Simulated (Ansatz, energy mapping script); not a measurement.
# LuNiO2 in the infinite layer structure: energy mapping under PBEsol+U (10.5 eV), part 2 of 2

Wanted: the magnetic order of LuNiO2 in the infinite layer structure, its couplings and an estimate of its ordering temperature, by PBEsol+U (10.5 eV).

PBEsol with U = 10.5 eV on Ni d, ortho-atomic projectors; plane waves, U on orthogonalised atomic orbitals unless named otherwise, collinear spin, no spin–orbit coupling.

So far. Step 4 (Order 2: compensated +−, cell A of 8 atoms): The run ends antiferromagnetic, 40.88 meV a magnetic atom above the parallel order of its cell (energies taken at zero occupation width, not the printed F). Step 5 (Run 3 (parallel; cell B, 8 atoms)): The run ends ferromagnetic. For each magnetic atom its energy differs from the parallel run of the first cell by -0.76 meV, an error that one common reference would have brought in.

**6. Order 4: compensated +−, cell B of 8 atoms**

This order reverses 0 of the 2 neighbours at 2.99 Å, 4 of the 4 neighbours at 3.85 Å and 8 of the 8 neighbours at 4.87 Å, counted for an average magnetic atom.

Contents of input.yaml:

```yaml
crystal:
  lattice:
    - [0.0, 0.0, -2.987573789]
    - [3.847404254, 3.847404254, 0.0]
    - [3.847404254, -3.847404254, 0.0]
  atoms:
    - { symbol: Lu, position: [0.5, 0.5, 0.0] }
    - { symbol: Lu, position: [0.5, 0.0, 0.5] }
    - { symbol: Ni, position: [0.0, 0.0, 0.0], spin: 2.0 }
    - { symbol: Ni, position: [0.0, 0.5, 0.5], spin: -2.0 }
    - { symbol: O, position: [0.0, 0.25, 0.25] }
    - { symbol: O, position: [0.0, 0.75, 0.75] }
    - { symbol: O, position: [0.0, 0.25, 0.75] }
    - { symbol: O, position: [0.0, 0.75, 0.25] }
magnetization:
  spin_polarized: true
kpoints:
  mp_grid: { grid: [11, 6, 6] }
hamiltonian:
  xc: pbesol
  hubbard:
    sites:
      - { species: Ni, l: d, u_eff: 10.5 }
      - { site: 2, l: d, u_eff: 10.5, starting_ns: [{ spin: up, occupation_matrix: ni2_major }, { spin: down, occupation_matrix: ni2_minor }] }
      - { site: 3, l: d, u_eff: 10.5, starting_ns: [{ spin: up, occupation_matrix: ni2_minor }, { spin: down, occupation_matrix: ni2_major }] }
    projectors: ortho-atomic
    occupation_matrices:
      ni2_major:
        matrix:
          - [0.942, 0.0, 0.0, 0.0, 0.0]
          - [0.0, 0.983, 0.0, 0.0, 0.0]
          - [0.0, 0.0, 0.983, 0.0, 0.0]
          - [0.0, 0.0, 0.0, 0.96, 0.0]
          - [0.0, 0.0, 0.0, 0.0, 0.988]
      ni2_minor:
        matrix:
          - [0.92, 0.0, 0.0, 0.0, 0.0]
          - [0.0, 0.979, 0.0, 0.0, 0.0]
          - [0.0, 0.0, 0.979, 0.0, 0.0]
          - [0.0, 0.0, 0.0, 0.105, 0.0]
          - [0.0, 0.0, 0.0, 0.0, 0.985]
scf:
  occupations: { method: fermi_dirac, width: 0.05 }
output:
  eigenvalues: true
```

Started as:

```
> ansatz run input.yaml --threads 4 --pin off --max-ram 8192MiB --backend cpu --events-out ev --progress --plain --runs-dir out
```

Numbers of over 12 decimals in the logs are rounded to 6 here.

The log of the run:

```text
[...]
Crystal: 8 atoms, lattice volume = 88.447 Å³
Basis set: ecut = 420 eV, 1717 PW (Γ)
Bands: 69, of which v1, the nominal top of the filled ones, is band 55 counted from 1 (54 counted from 0)
Symmetry: 16 space group operations
[...]
k-points: 60 of 396
[...]
Starting moments: Σ|m| = 4 μB on 2 of 8 sites
[...]
k-point 1 ↑: bands = [... 51 lower, 14.0923, 14.5059, 14.5727, 15.5975, 16.2117, 18.4981, 18.7067, 20.4560, ... 10 higher]
  k-point 2 ↑: bands = [... 51 lower, 14.1902, 14.2906, 14.5317, 15.5867, 16.7654, 18.1315, 19.3758, 20.5350, ... 10 higher]
  k-point 59 ↓: bands = [... 51 lower, 13.8439, 13.8439, 14.0516, 15.6170, 20.2424, 20.3070, 20.4004, 20.4004, ... 10 higher]
Occupation matrices written to <dir>
[key lines of the parts left out:]
SCF converged after 16 iterations
Magnetization: 0.0000 μB (55.0000 up, 55.0000 down)
Free energy (F): -43076.992014 eV
Fermi energy:    15.972551 eV
```

It took 11 s on 4 threads of Arm Neoverse V2, shared host; peak memory 0.88 GiB.

The run ends antiferromagnetic, 35.40 meV a magnetic atom above the parallel order of its cell.

**7. Run 5 (parallel; cell C, 8 atoms)**

A new cell needs its own zero of energy.

This run holds the same structure in another cell (a 2.988 → 3.847 Å, b 5.441 → 3.847 Å, c 5.441 → 5.975 Å).

Contents of input.yaml:

```yaml
crystal:
  lattice:
    - [3.847404254, 0.0, 0.0]
    - [0.0, 3.847404254, 0.0]
    - [0.0, 0.0, 5.975147578]
  atoms:
    - { symbol: Lu, position: [0.5, 0.5, 0.25] }
    - { symbol: Lu, position: [0.5, 0.5, 0.75] }
    - { symbol: Ni, position: [0.0, 0.0, 0.0], spin: 2.0 }
    - { symbol: Ni, position: [0.0, 0.0, 0.5], spin: 2.0 }
    - { symbol: O, position: [0.5, 0.0, 0.0] }
    - { symbol: O, position: [0.5, 0.0, 0.5] }
    - { symbol: O, position: [0.0, 0.5, 0.0] }
    - { symbol: O, position: [0.0, 0.5, 0.5] }
magnetization:
  spin_polarized: true
kpoints:
  mp_grid: { grid: [8, 8, 6] }
hamiltonian:
  xc: pbesol
  hubbard:
    sites:
      - { species: Ni, l: d, u_eff: 10.5 }
      - { site: 2, l: d, u_eff: 10.5, starting_ns: [{ spin: up, occupation_matrix: ni2_major }, { spin: down, occupation_matrix: ni2_minor }] }
      - { site: 3, l: d, u_eff: 10.5, starting_ns: [{ spin: up, occupation_matrix: ni2_major }, { spin: down, occupation_matrix: ni2_minor }] }
    projectors: ortho-atomic
    occupation_matrices:
      ni2_major:
        matrix:
          - [0.942, 0.0, 0.0, 0.0, 0.0]
          - [0.0, 0.983, 0.0, 0.0, 0.0]
          - [0.0, 0.0, 0.983, 0.0, 0.0]
          - [0.0, 0.0, 0.0, 0.96, 0.0]
          - [0.0, 0.0, 0.0, 0.0, 0.988]
      ni2_minor:
        matrix:
          - [0.92, 0.0, 0.0, 0.0, 0.0]
          - [0.0, 0.979, 0.0, 0.0, 0.0]
          - [0.0, 0.0, 0.979, 0.0, 0.0]
          - [0.0, 0.0, 0.0, 0.105, 0.0]
          - [0.0, 0.0, 0.0, 0.0, 0.985]
scf:
  occupations: { method: fermi_dirac, width: 0.05 }
output:
  eigenvalues: true
```

The log of the run:

```text
[...]
Crystal: 8 atoms, lattice volume = 88.447 Å³
Basis set: ecut = 420 eV, 1739 PW (Γ)
Bands: 69, of which v1, the nominal top of the filled ones, is band 55 counted from 1 (54 counted from 0)
Symmetry: 32 space group operations
[...]
k-points: 60 of 384
[...]
Starting moments: Σ|m| = 4 μB on 2 of 8 sites
[...]
k-point 1 ↑: bands = [... 51 lower, 13.2211, 13.2211, 13.5740, 13.5740, 13.7443, 16.3572, 18.2245, 20.4712, ... 10 higher]
  k-point 2 ↑: bands = [... 51 lower, 13.1529, 13.2637, 13.2637, 13.4578, 13.4578, 17.2732, 18.8719, 19.6760, ... 10 higher]
  k-point 59 ↓: bands = [... 51 lower, 14.5203, 14.5203, 14.5203, 19.1031, 19.1031, 20.7236, 20.7236, 21.4413, ... 10 higher]
Occupation matrices written to <dir>
[key lines of the parts left out:]
SCF converged after 16 iterations
Magnetization: 1.7944 μB (55.8972 up, 54.1028 down)
Free energy (F): -43077.064091 eV
Fermi energy:    16.959793 eV
```

Elapsed: 20 s, on 4 threads; peak memory 0.92 GiB.

The run ends ferromagnetic. For each magnetic atom its energy differs from the parallel run of the first cell by 0.22 meV, an error that one common reference would have brought in.

**8. Run 6 (compensated +−; cell C, 8 atoms)**

This order reverses 2 of the 2 neighbours at 2.99 Å, 0 of the 4 neighbours at 3.85 Å and 8 of the 8 neighbours at 4.87 Å, counted for an average magnetic atom.

Edit input.yaml of step 7 so:

```diff
@@ -9,3 +9,3 @@
     - { symbol: Ni, position: [0.0, 0.0, 0.0], spin: 2.0 }
-    - { symbol: Ni, position: [0.0, 0.0, 0.5], spin: 2.0 }
+    - { symbol: Ni, position: [0.0, 0.0, 0.5], spin: -2.0 }
     - { symbol: O, position: [0.5, 0.0, 0.0] }
@@ -24,3 +24,3 @@
       - { site: 2, l: d, u_eff: 10.5, starting_ns: [{ spin: up, occupation_matrix: ni2_major }, { spin: down, occupation_matrix: ni2_minor }] }
-      - { site: 3, l: d, u_eff: 10.5, starting_ns: [{ spin: up, occupation_matrix: ni2_major }, { spin: down, occupation_matrix: ni2_minor }] }
+      - { site: 3, l: d, u_eff: 10.5, starting_ns: [{ spin: up, occupation_matrix: ni2_minor }, { spin: down, occupation_matrix: ni2_major }] }
     projectors: ortho-atomic
```

The log of the run:

```text
[...]
Crystal: 8 atoms, lattice volume = 88.447 Å³
Basis set: ecut = 420 eV, 1739 PW (Γ)
Bands: 69, of which v1, the nominal top of the filled ones, is band 55 counted from 1 (54 counted from 0)
Symmetry: 16 space group operations
[...]
k-points: 60 of 384
[...]
Starting moments: Σ|m| = 4 μB on 2 of 8 sites
[...]
k-point 1 ↑: bands = [... 51 lower, 13.5783, 13.5783, 13.7430, 13.7554, 16.3935, 18.2992, 20.4704, 20.5658, ... 10 higher]
  k-point 2 ↑: bands = [... 51 lower, 13.2729, 13.4656, 13.4656, 13.6473, 17.3016, 18.9206, 19.6993, 20.6401, ... 10 higher]
  k-point 59 ↓: bands = [... 51 lower, 14.1669, 14.5236, 14.5236, 17.5777, 18.9615, 19.1092, 20.7208, 20.7257, ... 10 higher]
Occupation matrices written to <dir>
[key lines of the parts left out:]
SCF converged after 15 iterations
Magnetization: 0.0000 μB (55.0000 up, 55.0000 down)
Free energy (F): -43077.065112 eV
Fermi energy:    16.959890 eV
```

Elapsed: 9.5 s, on 4 threads; peak memory 0.87 GiB; 36 s of CPU time.

The run ends antiferromagnetic, 0.41 meV a magnetic atom below the parallel order of its cell (energies taken at zero occupation width, not the printed F).

**9. Order 7: parallel, cell D of 8 atoms**

A new cell needs its own zero of energy.

This run holds the same structure in another cell (a 3.847 → 4.871 Å, b 3.847 → 4.871 Å, c 5.975 → 4.871 Å, α 90.0 → 104.3°, β 90.0 → 112.1°, γ 90.0 → 112.1°).

Contents of input.yaml:

```yaml
crystal:
  lattice:
    - [3.847404254, 0.0, 2.987573789]
    - [0.0, -3.847404254, -2.987573789]
    - [0.0, 3.847404254, -2.987573789]
  atoms:
    - { symbol: Lu, position: [0.5, 0.25, 0.75] }
    - { symbol: Lu, position: [0.5, 0.75, 0.25] }
    - { symbol: Ni, position: [0.0, 0.5, 0.5], spin: 2.0 }
    - { symbol: Ni, position: [0.0, 0.0, 0.0], spin: 2.0 }
    - { symbol: O, position: [0.5, 0.75, 0.75] }
    - { symbol: O, position: [0.5, 0.25, 0.25] }
    - { symbol: O, position: [0.0, 0.25, 0.75] }
    - { symbol: O, position: [0.0, 0.75, 0.25] }
magnetization:
  spin_polarized: true
kpoints:
  mp_grid: { grid: [8, 8, 8] }
hamiltonian:
  xc: pbesol
  hubbard:
    sites:
      - { species: Ni, l: d, u_eff: 10.5 }
      - { site: 2, l: d, u_eff: 10.5, starting_ns: [{ spin: up, occupation_matrix: ni2_major }, { spin: down, occupation_matrix: ni2_minor }] }
      - { site: 3, l: d, u_eff: 10.5, starting_ns: [{ spin: up, occupation_matrix: ni2_major }, { spin: down, occupation_matrix: ni2_minor }] }
    projectors: ortho-atomic
    occupation_matrices:
      ni2_major:
        matrix:
          - [0.942, 0.0, 0.0, 0.0, 0.0]
          - [0.0, 0.983, 0.0, 0.0, 0.0]
          - [0.0, 0.0, 0.983, 0.0, 0.0]
          - [0.0, 0.0, 0.0, 0.96, 0.0]
          - [0.0, 0.0, 0.0, 0.0, 0.988]
      ni2_minor:
        matrix:
          - [0.92, 0.0, 0.0, 0.0, 0.0]
          - [0.0, 0.979, 0.0, 0.0, 0.0]
          - [0.0, 0.0, 0.979, 0.0, 0.0]
          - [0.0, 0.0, 0.0, 0.105, 0.0]
          - [0.0, 0.0, 0.0, 0.0, 0.985]
scf:
  occupations: { method: fermi_dirac, width: 0.05 }
output:
  eigenvalues: true
```

The log of the run:

```text
[...]
Crystal: 8 atoms, lattice volume = 88.447 Å³
Basis set: ecut = 420 eV, 1729 PW (Γ)
Bands: 69, of which v1, the nominal top of the filled ones, is band 55 counted from 1 (54 counted from 0)
Symmetry: 32 space group operations
[...]
k-points: 59 of 512
[...]
Starting moments: Σ|m| = 4 μB on 2 of 8 sites
[...]
k-point 1 ↑: bands = [... 51 lower, 13.8899, 13.9219, 14.0802, 14.1023, 16.3357, 16.6436, 17.4473, 18.3397, ... 10 higher]
  k-point 2 ↑: bands = [... 51 lower, 13.6895, 13.9710, 13.9745, 14.1768, 17.0032, 17.1673, 17.7673, 19.1384, ... 10 higher]
  k-point 58 ↓: bands = [... 51 lower, 14.2297, 14.6229, 14.6229, 19.0333, 20.7843, 20.9801, 21.0924, 22.5664, ... 10 higher]
Occupation matrices written to <dir>
[key lines of the parts left out:]
SCF converged after 15 iterations
Magnetization: 1.8082 μB (55.9041 up, 54.0959 down)
Free energy (F): -43077.062899 eV
Fermi energy:    16.897813 eV
```

Run time: 18 s. Hardware: 4 threads; peak memory 0.92 GiB; 70 s of CPU time.

The run ends ferromagnetic. For each magnetic atom its energy differs from the parallel run of the first cell by 0.64 meV, an error that one common reference would have brought in.

**10. Compensated +− start in cell D (8 atoms)**

This order reverses 2 of the 2 neighbours at 2.99 Å, 4 of the 4 neighbours at 3.85 Å and 0 of the 8 neighbours at 4.87 Å, counted for an average magnetic atom.

Edit input.yaml of step 9 so:

```diff
@@ -9,3 +9,3 @@
     - { symbol: Ni, position: [0.0, 0.5, 0.5], spin: 2.0 }
-    - { symbol: Ni, position: [0.0, 0.0, 0.0], spin: 2.0 }
+    - { symbol: Ni, position: [0.0, 0.0, 0.0], spin: -2.0 }
     - { symbol: O, position: [0.5, 0.75, 0.75] }
@@ -24,3 +24,3 @@
       - { site: 2, l: d, u_eff: 10.5, starting_ns: [{ spin: up, occupation_matrix: ni2_major }, { spin: down, occupation_matrix: ni2_minor }] }
-      - { site: 3, l: d, u_eff: 10.5, starting_ns: [{ spin: up, occupation_matrix: ni2_major }, { spin: down, occupation_matrix: ni2_minor }] }
+      - { site: 3, l: d, u_eff: 10.5, starting_ns: [{ spin: up, occupation_matrix: ni2_minor }, { spin: down, occupation_matrix: ni2_major }] }
     projectors: ortho-atomic
```

The log of the run:

```text
[...]
Crystal: 8 atoms, lattice volume = 88.447 Å³
Basis set: ecut = 420 eV, 1729 PW (Γ)
Bands: 69, of which v1, the nominal top of the filled ones, is band 55 counted from 1 (54 counted from 0)
Symmetry: 16 space group operations
[...]
k-points: 59 of 512
[...]
Starting moments: Σ|m| = 4 μB on 2 of 8 sites
[...]
k-point 1 ↑: bands = [... 51 lower, 14.2035, 14.3654, 14.6364, 15.6756, 16.2854, 16.7161, 18.4634, 20.1764, ... 10 higher]
  k-point 2 ↑: bands = [... 51 lower, 13.9581, 14.2565, 14.4651, 15.6757, 17.1133, 17.8607, 19.2274, 20.5138, ... 10 higher]
  k-point 58 ↓: bands = [... 51 lower, 14.0774, 14.5803, 14.5803, 15.6369, 18.9339, 20.8301, 20.9193, 21.0740, ... 10 higher]
Occupation matrices written to <dir>
[key lines of the parts left out:]
SCF converged after 15 iterations
Magnetization: 0.0000 μB (55.0000 up, 55.0000 down)
Free energy (F): -43076.996255 eV
Fermi energy:    15.948552 eV
```

The job ended after 9.7 s (4 threads; peak memory 0.88 GiB).

The run ends antiferromagnetic, 31.81 meV a magnetic atom above the parallel order of its cell.

**11. The fit**

Each energy difference is a sum of couplings weighted by the pairs that the order reverses. A few near shells are fitted to the differences by least squares. Energies are those extrapolated to zero occupation width, not the free energies F.

The orders that converged (zero: parallel moments in the same cell):

```tsv
order	atoms	energy (meV a magnetic atom)	moments (μB)	moments kept as typed	opposed neighbours at 2.99, 3.85, 4.87 Å
parallel in cell A	8	0.00	0.88	yes	0, 0, 0
compensated +− in cell A	8	40.88	0.91	yes	2, 2, 4
parallel in cell B	8	0.00	0.87	yes	0, 0, 0
compensated +− in cell B	8	35.40	0.91	yes	0, 4, 8
parallel in cell C	8	0.00	0.87	yes	0, 0, 0
compensated +− in cell C	8	-0.41	0.88	yes	2, 0, 8
parallel in cell D	8	0.00	0.88	yes	0, 0, 0
compensated +− in cell D	8	31.81	0.91	yes	2, 4, 0
```

Couplings from the energies, with E = −Σ J e·e over ordered pairs:

```tsv
pair	distance (Å)	neighbours	J (meV)
Ni–Ni	2.99	2	1.60
Ni–Ni	3.85	4	4.23
Ni–Ni	4.87	8	0.0994
```

These orders cannot tell some unfitted shells from fitted ones: the value at 3.85 Å holds J(3.85) + 2 J(7.11); other unfitted shells add to the values wholly or in part.

Adding the shell at 5.44 Å gives -0.50, 4.2, 0.099 and 3.1 meV, an exact solve that tests nothing.

Limits of this fit: it misses the energies by up to 17 meV, so no temperature is drawn; it ranks the two lowest orders otherwise than their energies do; some orders are gapless and others have a gap.

**12. Against another level**

The first set of orders, under PBEsol+U (1.5 eV), took 8.6 min of CPU time summed over its finished orders (seed run apart), these 8.5 min.

```tsv
quantity	this set	first set
J at 2.99 Å, meV	1.60	1.37
J at 3.85 Å, meV	4.23	-7.84
J at 4.87 Å, meV	0.0994	-0.207
```

The coupling that led in the first set goes from -7.84 to 4.23 meV.

**13. Results**

- lowest order tried: compensated +− in cell C
- largest fitted value (a combination of shells), Ni–Ni at 3.85 Å: 4.23 meV

Of the orders tried, LuNiO2 in the infinite layer structure prefers the order “compensated +− in cell C” under PBEsol+U (10.5 eV), with 2 of 2 neighbours at 2.99 Å, 0 of 4 neighbours at 3.85 Å and 8 of 8 neighbours at 4.87 Å opposed. The margin is only 0.41 meV a magnetic atom, within reach of the numerical errors of such runs. The coupling at 3.85 Å is -0.54 times that of the first set, at 0.98 times the CPU time. The largest fitted value is 4.2 meV, at 3.85 Å. It is a combination of shells that these orders cannot split, so neither its size nor its sign can be laid on that pair alone. The orders also reverse pairs at 5.44 Å, which are not fitted, so the fitted values hold their part too. No fitted order reverses the pairs at 5.98 Å, so their coupling is unknown and is set to zero in the model. With 4 differences for 3 couplings the fit misses by 17 meV at most, which is not small: farther shells, terms beyond the Heisenberg form or the mesh can cause that. In the fitted orders moments change by up to 4.2 % against the parallel run of the same cell, so their size stays put. The fit is in doubt: some orders are gapless and others have a gap. The couplings are then rough, the small ones most of all. The cell was built from a prototype and relaxed; a distortion that needs a larger cell, or another structure that the compound may prefer, is not captured.

[Logs and program files are shortened in this print: banners, set-up blocks, solver, clock and traceback lines can be left out without a mark of their own.]

[Logs are printed without paths, hosts, clocks, repeated set-up lines and the standing remarks that a program may print on its own settings, such as how far it seeks lower states.]

[Hosts, paths, dates, database ids (printed as entryN), source tags and the programs' standing remarks are cut or masked in the printed files.]

[Where a cell is said to come from a database of computed structures, the database is the Materials Project.]
